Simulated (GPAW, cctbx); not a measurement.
## ScPtC2: the scripts behind a bonding study

Short scripts, each with its output. The cell comes from substitution in a known structure type and wasn't matched to any measured phase.

**1. Relax the structure**

```text
cell
1.0
     3.448000000    0.000000000    0.000000000
     0.000000000    3.448000000    0.000000000
     0.000000000    0.000000000    7.456000000
Pt Sc C
2 2 4
Direct
0.500000000 0.500000000 0.000000000
0.000000000 0.000000000 0.000000000
0.500000000 0.000000000 0.354800000
0.000000000 0.500000000 0.645200000
0.500000000 0.000000000 0.647000000
0.000000000 0.500000000 0.353000000
0.500000000 0.000000000 0.837900000
0.000000000 0.500000000 0.162100000
```

```python
from ase.constraints import FixSymmetry
from ase.filters import FrechetCellFilter
from ase.io import read, write
from ase.optimize import BFGS
from ase.parallel import parprint
from gpaw import GPAW, PW, FermiDirac

atoms = read("start.vasp")
atoms.set_constraint(FixSymmetry(atoms))
atoms.calc = GPAW(mode=PW(670), xc="PBE", kpts={"size": (6, 6, 3), "gamma": True},
                 occupations=FermiDirac(0.1), maxiter=120, symmetry={"tolerance": 1e-5}, txt="relax.txt")
BFGS(FrechetCellFilter(atoms), maxstep=0.15).run(fmax=0.03, steps=40)
parprint("cell  %.4f %.4f %.4f  %.2f %.2f %.2f" % tuple(atoms.cell.cellpar()))
parprint("volume %.3f A^3, largest force %.3f eV/A, largest stress %.2f GPa" % (atoms.get_volume(), abs(atoms.get_forces()).max(), 160.218 * abs(atoms.get_stress()).max()))
atoms.set_constraint()
write("relaxed.vasp", atoms, direct=True)
```

```console
$ OMP_NUM_THREADS=1 mpirun -n 4 gpaw python run.py > gpaw.log
```

```text
      Step        Energy          fmax
BFGS:    0      -57.096555        4.838417
BFGS:    1      -57.764246        2.577287
BFGS:    2      -58.267977        2.176254
BFGS:    3      -58.797683        0.856024
BFGS:    4      -58.870450        0.563701
BFGS:    5      -58.926775        0.516816
BFGS:    6      -58.961266        0.521030
BFGS:    7      -58.982780        0.529655
BFGS:    8      -58.995808        0.457133
BFGS:    9      -59.007943        0.343791
BFGS:   10      -59.022546        0.247870
BFGS:   11      -59.031368        0.150570
BFGS:   12      -59.033513        0.086188
BFGS:   13      -59.034251        0.089989
BFGS:   14      -59.035165        0.093664
BFGS:   15      -59.036407        0.078810
BFGS:   16      -59.037274        0.038803
BFGS:   17      -59.037480        0.012696
cell  3.6712 3.6712 7.4281  90.00 90.00 90.00
volume 100.115 A^3, largest force 0.013 eV/A, largest stress 0.10 GPa
```

Time: 7 min on 4 cores of Intel(R) Xeon(R) Platinum 8488C (Sapphire Rapids) (shared host), peak memory 1.4 GiB.

**2. Build the all-electron density and subtract free atoms**

```text
cell
1.0
     3.671218060    0.000000000    0.000000000
     0.000000000    3.671218060    0.000000000
     0.000000000    0.000000000    7.428081730
Pt Sc C
2 2 4
Direct
0.500000000 0.500000000 0.000000000
0.000000000 0.000000000 0.000000000
0.500000000 0.000000000 0.347141290
0.000000000 0.500000000 0.652858710
0.500000000 0.000000000 0.636616620
0.000000000 0.500000000 0.363383380
0.500000000 0.000000000 0.818579890
0.000000000 0.500000000 0.181420110
```

```python
import numpy as np
from ase.io import read
from ase.units import Bohr
from gpaw import GPAW, PW, FermiDirac
from gpaw.calculator import GPAW as OldGPAW
from gpaw.mpi import serial_comm, world
from scipy.special import erfc
from scipy.spatial import cKDTree

atoms = read("cell.vasp")
atoms.calc = GPAW(mode=PW(550), xc="PBE", kpts={"size": (6, 6, 3), "gamma": True},
                 occupations=FermiDirac(0.1), maxiter=120, symmetry={"tolerance": 1e-5}, txt="scf.txt")
atoms.get_potential_energy()
rho = atoms.calc.get_all_electron_density(gridrefinement=2)
moments = atoms.get_magnetic_moments() if atoms.calc.get_number_of_spins() == 2 else np.zeros(len(atoms))
total = atoms.get_magnetic_moment() if moments.any() else 0.0
if world.rank == 0:
    free = OldGPAW(mode=PW(550), xc="PBE", txt=None, communicator=serial_comm)
    neutral = atoms.copy()
    neutral.set_initial_magnetic_moments(None)
    free.initialize(neutral)
    free.set_positions(neutral)
    drho = rho - free.get_all_electron_density(gridrefinement=2)
    # GPAW starts from confined atoms: exchange their smooth part for that of the datasets' free atoms
    h = np.stack(np.meshgrid(*[np.fft.fftfreq(n, 1 / n) for n in drho.shape], indexing="ij"), -1)
    gabs = np.linalg.norm(h @ atoms.cell.reciprocal(), axis=-1)
    tails = np.fft.fftn(free.get_pseudo_density(gridrefinement=2))
    g, form, v0 = np.linspace(0, gabs.max(), 1500), {}, 0
    for e in set(atoms.symbols):
        idx = atoms.symbols.search(e)
        d = free.setups[idx[0]].data
        r, w = d.rgd.r_g * Bohr, d.rgd.r_g**2 * d.rgd.dr_g
        j0 = np.sinc(2 * g[:, None] * r)
        smooth = sum(f * p**2 for f, p in zip(d.f_j, d.phit_jg)) + np.sqrt(4 * np.pi) * d.nct_g
        full = sum(f * p**2 for f, p in zip(d.f_j, d.phi_jg)) + np.sqrt(4 * np.pi) * d.nc_g
        phase = sum(np.exp(-2j * np.pi * h @ s) for s in atoms.get_scaled_positions()[idx])
        tails -= np.interp(gabs, g, j0 @ (smooth * w)) * phase * drho.size / atoms.get_volume()
        form[e] = j0 @ (full * w)
        v0 += 2 * np.pi / 3 * 14.3996 * (full * w * r**2).sum() * len(idx)  # V A^3
    tails *= 0.5 * erfc((gabs - 1.8) / 0.25)  # the tails differ at long wavelengths alone
    drho += np.fft.ifftn(tails).real  # crystal minus superposed spherical free atoms
    np.save("drho.npy", drho)
    dv = atoms.get_volume() / drho.size
    print("grid", drho.shape, " electrons %.3f" % (rho.sum() * dv), " moved by bonding %.3f e" % (abs(drho).sum() * dv / 2))
    pts = np.indices(drho.shape).reshape(3, -1).T / drho.shape @ atoms.cell
    shifts = (np.indices((3, 3, 3)).reshape(3, -1).T - 1) @ atoms.cell
    images = (atoms.positions[None] + shifts[:, None]).reshape(-1, 3)
    dist, idx = cKDTree(images).query(pts, k=4)
    out = drho.ravel()[dist[:, 0] > 0.5]
    print("deformation density beyond 0.5 A of the nuclei: max %.3f, min %.3f e/A^3" % (out.max(), out.min()))
    tie = dist < dist[:, :1] + 1e-4
    q = -np.bincount((idx % len(atoms))[tie], (drho.ravel()[:, None] / tie.sum(1, keepdims=True) * tie)[tie], len(atoms)) * dv
    print("atom        x       y       z   Voronoi charge  moment")
    for a, s, c, m in zip(atoms, atoms.get_scaled_positions(), q, moments):
        print("%-2s%-3d %7.4f %7.4f %7.4f %10.3f %10.2f" % (a.symbol, a.index + 1, *s, c, m))
    np.savez("free.npz", g=g, **form)
    print("mean inner potential of superposed free atoms %.3f V" % (v0 / atoms.get_volume()))
    print("total magnetic moment %.3f muB" % total)
```

```console
$ OMP_NUM_THREADS=1 mpirun -n 4 gpaw python run.py > gpaw.log
```

```text
grid (40, 40, 84)  electrons 222.000  moved by bonding 1.736 e
deformation density beyond 0.5 A of the nuclei: max 0.707, min -0.289 e/A^3
atom        x       y       z   Voronoi charge  moment
Pt1    0.5000  0.5000  0.0000      0.167       0.00
Pt2    0.0000  0.0000  0.0000      0.167       0.00
Sc3    0.5000  0.0000  0.3471      0.336       0.00
Sc4    0.0000  0.5000  0.6529      0.336       0.00
C 5    0.5000  0.0000  0.6366     -0.341       0.00
C 6    0.0000  0.5000  0.3634     -0.341       0.00
C 7    0.5000  0.0000  0.8186     -0.162       0.00
C 8    0.0000  0.5000  0.1814     -0.162       0.00
mean inner potential of superposed free atoms 23.768 V
total magnetic moment 0.000 muB
```

Time: 32 s.

**3. Fourier-transform the difference**

```python
from cctbx import adptbx, crystal, miller, xray
from cctbx.eltbx import tiny_pse
import numpy as np

cs = crystal.symmetry(unit_cell=(3.6712, 3.6712, 7.4281, 90, 90, 90), space_group_symbol='Hall: P 4ab 2ab -1ab')  # P4/nmm
atoms = [  # label, site, U (iso, or U11 U22 U33 U12 U13 U23 in A^2), occupancy
    ("Pt1", (0.5, 0.5, 0), 0.0000, 1),
    ("Sc1", (0.5, 0, 0.34714), 0.0000, 1),
    ("C1", (0.5, 0, 0.63662), 0.0000, 1),
    ("C2", (0.5, 0, 0.81858), 0.0000, 1),
]
xs = xray.structure(crystal_symmetry=cs)
for label, site, u, occ in atoms:
    u = adptbx.u_cif_as_u_star(cs.unit_cell(), u) if isinstance(u, tuple) else u
    xs.add_scatterer(xray.scatterer(label, site=site, u=u, occupancy=occ))
xs.scattering_type_registry(table="wk1995")
drho = np.load("drho.npy")
T = np.array([[1, 0, 0], [0, 1, 0], [0, 0, 1]])  # conventional axes in terms of the primitive ones
dF = np.fft.ifftn(drho) * 100.11451  # electrons a conventional cell, indexed by primitive hkl
ms = miller.build_set(cs, anomalous_flag=False, d_min=0.9).sort("resolution")
iam = ms.structure_factors_from_scatterers(xs, algorithm="direct").f_calc()
p1 = xs.expand_to_p1()
z = np.array([tiny_pse.table(sc.scattering_type).atomic_number() for sc in p1.scatterers()])
x = np.array(p1.sites_frac())
free = np.load("free.npz")
print("static structure factors of the conventional cell: F in electrons, V (Mott-Bethe) in volts")
print("   h  k  l      d  |F| table  |F| free   |F| DFT   change   |V| free  |V| DFT  change %")
for h, d, table in list(zip(ms.indices(), ms.d_spacings().data(), iam.data()))[:16]:
    df = dF[tuple(np.rint(np.linalg.solve(T, h)).astype(int))]
    phase = np.exp(2j * np.pi * x @ h)
    f = sum(np.interp(1 / d, free["g"], free[sc.scattering_type]) * p for sc, p in zip(p1.scatterers(), phase))
    fz = (z * phase).sum()
    c = 14.3996 * d * d / (np.pi * cs.unit_cell().volume())
    v0, v1 = abs(fz - f) * c, abs(fz - f - df) * c
    print("%4d%3d%3d %7.4f %9.3f %9.3f %9.3f %8.3f %9.3f %8.3f %8s" % (h + (d, abs(table), abs(f), abs(f + df), abs(f + df) - abs(f), v0, v1, "%.1f" % (100 * (v1 / v0 - 1)) if v0 > 0.02 else "-")))
```

```console
$ python run.py
```

```text
static structure factors of the conventional cell: F in electrons, V (Mott-Bethe) in volts
   h  k  l      d  |F| table  |F| free   |F| DFT   change   |V| free  |V| DFT  change %
   0  0  1  7.4281   127.192   127.079   126.787   -0.292     5.096    5.834     14.5
   0  0  2  3.7140   124.094   123.988   123.890   -0.098     5.083    5.144      1.2
   1  0  1  3.2912    12.928    12.936    12.222   -0.713     0.742    1.096     47.7
   1  0  2  2.6109    27.205    27.145    26.648   -0.497     2.979    3.134      5.2
   1  1  0  2.5959    88.416    88.393    87.305   -1.088     0.496    0.832     67.7
   0  0  3  2.4760   160.558   160.419   159.842   -0.577     9.755    9.917      1.7
   1  1  1  2.4506   150.777   150.667   150.686    0.019     8.864    8.858     -0.1
   1  1  2  2.1277   141.652   141.555   141.466   -0.089     7.961    7.979      0.2
   1  0  3  2.0528     5.574     5.560     5.420   -0.140     0.406    0.433      6.6
   0  0  4  1.8570    95.404    95.277    95.111   -0.166     2.414    2.440      1.1
   2  0  0  1.8356   158.446   158.332   158.525    0.193     9.822    9.792     -0.3
   1  1  3  1.7917    95.859    95.743    95.485   -0.258     3.099    3.137      1.2
   2  0  1  1.7820   103.987   103.857   103.613   -0.244     3.669    3.705      1.0
   1  0  4  1.6571    19.436    19.446    19.434   -0.012     2.014    2.016      0.1
   2  0  2  1.6456   104.273   104.115   103.840   -0.274     3.462    3.496      1.0
   2  1  1  1.6031    11.857    11.834    11.654   -0.180     0.306    0.327      6.9
```

Time: 0.41 s on 1 core of Intel(R) Xeon(R) Platinum 8488C (Sapphire Rapids) (shared host), peak memory 0.08 GiB.

[Outputs are excerpts: Python notices, other lines and further rows are left out; steps that failed or that the build refused (PBEsol, TPSS) are not shown.]

[Logs are printed without paths, hosts, clocks, repeated set-up lines and the standing remarks that a program may print on its own settings, such as how far it seeks lower states.]
